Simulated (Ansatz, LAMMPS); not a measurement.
# What went wrong? amorphous Si0.9Ge0.1 (94 atoms)

Program: Ansatz 0.2.0. The cell: 85 Si and 9 Ge.

Contents of input.yaml:

```yaml
crystal:
  lattice:
    - [12.4022, 0.0, 0.0]
    - [0.0, 12.4022, 0.0]
    - [0.0, 0.0, 12.4022]
  atoms:
    - { symbol: Si, position: [0.88919, 0.01096, 0.76208] }
    - { symbol: Si, position: [0.82876, 0.09606, 0.35422] }
    - { symbol: Si, position: [0.60653, 0.29404, 0.42484] }
    - { symbol: Si, position: [0.99291, 0.45449, 0.42056] }
    - { symbol: Si, position: [0.63687, 0.28869, 0.22882] }
    - { symbol: Si, position: [0.52765, 0.86607, 0.66607] }
    - { symbol: Si, position: [0.25095, 0.47479, 0.85847] }
    - { symbol: Si, position: [0.23129, 0.1082, 0.09409] }
    - { symbol: Si, position: [0.71981, 0.56068, 0.34978] }
    - { symbol: Si, position: [0.47277, 0.70447, 0.2076] }
    - { symbol: Si, position: [0.68057, 0.15433, 0.65126] }
    - { symbol: Si, position: [0.12307, 0.70957, 0.30488] }
    - { symbol: Si, position: [0.37165, 0.167, 0.21189] }
    - { symbol: Si, position: [0.92317, 0.9488, 0.4484] }
    - { symbol: Si, position: [0.95189, 0.50986, 0.81984] }
    - { symbol: Si, position: [0.76711, 0.42069, 0.24403] }
    - { symbol: Si, position: [0.18459, 0.1873, 0.7334] }
    - { symbol: Si, position: [0.42015, 0.41872, 0.77862] }
    [... 70 atom lines left out ...]
    - { symbol: Ge, position: [0.05913, 0.25135, 0.86092] }
    - { symbol: Ge, position: [0.4132, 0.01507, 0.447] }
    - { symbol: Ge, position: [0.95438, 0.2979, 0.11715] }
    - { symbol: Ge, position: [0.68941, 0.14838, 0.11211] }
    - { symbol: Ge, position: [0.08331, 0.03279, 0.37805] }
    - { symbol: Ge, position: [0.43129, 0.71269, 0.39588] }
kpoints:
  mp_grid: { grid: [1, 1, 1] }
hamiltonian:
  xc: pbe
scf:
  occupations: { method: gaussian, width: 0.025 }
  eigensolver: { kind: { support_functions: { accuracy: medium, radius: 1.5 } } }
  max_iter: 75
output:
  forces: true
```

Run with:

```
$ ansatz run input.yaml --threads 4 --pin off --max-ram 8192MiB --backend cpu --events-out ev --progress --plain --runs-dir out
```

Output:

```text
Warning: scf.eigensolver.kind.support_functions: disabling space-group detection — the functions' gradient is summed over unrotated k-points, so no spatial operation reduces the k-mesh or symmetrises the density; time reversal is kept, so that k and −k are solved as one point where they differ and the mesh holds both, and exact exchange and, on two spinor components, a DFT+U term hold to it where the run has them: [...]
settings of this run that can trade accuracy for cost: scf.eigensolver.kind.support_functions [...]
Engine: ansatz 0.2.0, aarch64-unknown-linux-gnu
Pseudopotentials: kind: paw
Pseudopotential: Si, paw, valence charge 4, recommended cutoff 420 eV (normal), Si.paw.azcp
Pseudopotential: Ge, paw, valence charge 14, recommended cutoff 420 eV (normal), Ge.paw.azcp
[... 5 lines on functional and potentials left out ...]
Error: SCF: the radius of support functions is under 3.87 Å, the least for these sites at the functions' level (scf.eigensolver.kind.support_functions.accuracy). Use scf.eigensolver.kind: auto, or type scf.eigensolver.kind.support_functions.radius at least as long, [...]
```

It took 1.3 s on 4 threads of Arm Neoverse V2, shared host; peak memory 0.34 GiB; 3.9 s of CPU time.

What is at fault here, and what would mend it?

A radius far too short: support_functions.radius = 1.5.

The fix is to leave the radius at the level's default.

The run ended with an error.

[Logs are printed without paths, hosts, clocks, repeated set-up lines and the standing remarks that a program may print on its own settings, such as how far it seeks lower states.]

[Hosts, paths, dates, database ids (printed as entryN), source tags and the programs' standing remarks are cut or masked in the printed files.]
